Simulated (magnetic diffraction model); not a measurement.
## MnH₆Pb₂ below its ordering temperature

Space group P-3m1 (no. 164), a = 5.1420 Å, c = 3.8770 Å.

| site | atom | x | y | z |
| --- | --- | --- | --- | --- |
| 2d | Pb | 2/3 | 1/3 | 0.7565 |
| 1a | Mn | 0 | 0 | 0 |
| 6i | H | 0.1761 | 0.3522 | 0.7559 |

The compound is invented for this exercise: a known structure type with other elements, its cell scaled to their sizes and not relaxed.

Only Mn is taken to order (form factors of Mn2+); orders and moment sizes are assumed, and not adapted to the symmetry. Radiation: neutrons of λ = 2.41 Å, 2° to 80°; isotropic B of 0.23 Å² (Pb), 0.43 Å² (Mn) and 0.74 Å² (H). Simulated constant-wavelength pattern: nuclear and magnetic terms add, the magnetic one as |2.695 fm × Σ f S⊥ exp(2πi Q·r) exp(−B s²)|², summed over all Q at one angle with the factor 1/(sin²θ cos θ). For a modulated order the moment at position r is S exp(−2πi k·r) + c.c., with S = m/2 for a sine wave of amplitude m and S = m(u + iv)/2 for moments turning in a plane, u and v being orthogonal unit vectors in it; the phase factor of the sum at Q = H + k is then exp(2πi H·r). Free-ion form factors, Sears's scattering lengths of 1992, no absorption; a label names one of the reflections at its angle. The strongest nuclear line in the range is 100, and lines under 0.2 are left out.

Above the ordering temperature:

| 2θ (°) | index | I |
| --- | --- | --- |
| 31.40 | (1 0 0) | 45.5 |
| 36.22 | (0 0 1) | 0.7 |
| 48.67 | (1 0 1) | 100.0 |
| 55.90 | (1 1 0) | 34.3 |
| 65.53 | (2 0 0) | 0.3 |
| 68.44 | (1 1 1) | 0.7 |
| 77.23 | (2 0 1) | 1.6 |

Below it (cell unchanged):

```csv
2θ (°),I
17.98,18.1
31.40,45.5
36.22,0.7
36.41,3.6
40.71,3.9
48.67,100.0
48.83,3.2
52.30,2.2
55.90,34.3
62.28,2.7
65.53,0.3
68.44,0.7
68.57,1.1
77.23,1.6
77.35,0.4
79.72,0.5
```

**Question.** Find the propagation vector, then choose among these models:
A. moments turning in the plane of [010] and [001], 3.59 μB on Mn
B. a sine wave with moments along [001] (amplitudes given), 3.59 μB on Mn
C. a sine wave with moments along [010] (amplitudes given), 3.59 μB on Mn
D. moments turning in the plane of [100] and [001], 3.59 μB on Mn

The new lines index as (1/3 1/3 0) at 17.98°, (2/3 2/3 0) at 36.41°, (1/3 1/3 1) at 40.71° and (4/3 1/3 0) at 48.83°, that is as H ± k with k = (1/3 1/3 0). Satellites come in pairs about each point of the reciprocal lattice.

Magnetic intensity, observed (below minus above) and for each model:

| 2θ (°) | index | observed | A | B | C | D |
| --- | --- | --- | --- | --- | --- | --- |
| 17.98 | (1/3 1/3 0) | 18.1 | 18.1 | 12.1 | 6.0 | 18.1 |
| 36.41 | (2/3 2/3 0) | 3.6 | 3.6 | 2.4 | 1.2 | 3.6 |
| 40.71 | (1/3 1/3 1) | 3.9 | 3.9 | 0.7 | 3.2 | 3.9 |
| 48.83 | (4/3 1/3 0) | 3.2 | 3.2 | 2.1 | 1.1 | 3.2 |
| 52.30 | (2/3 2/3 1) | 2.2 | 2.2 | 0.9 | 1.3 | 2.2 |
| 62.28 | (4/3 1/3 1) | 2.7 | 2.7 | 1.3 | 1.4 | 2.7 |
| 68.57 | (5/3 2/3 0) | 1.1 | 1.1 | 0.8 | 0.4 | 1.1 |

Models A and D match alike on every line, so these data can't choose among them (such ties are often domains of one structure).

The structure used: k = (1/3 1/3 0), moments turning in the plane of [100] and [001], 3.59 μB on Mn.

[Logs are printed without paths, hosts, clocks, repeated set-up lines and the standing remarks that a program may print on its own settings, such as how far it seeks lower states.]
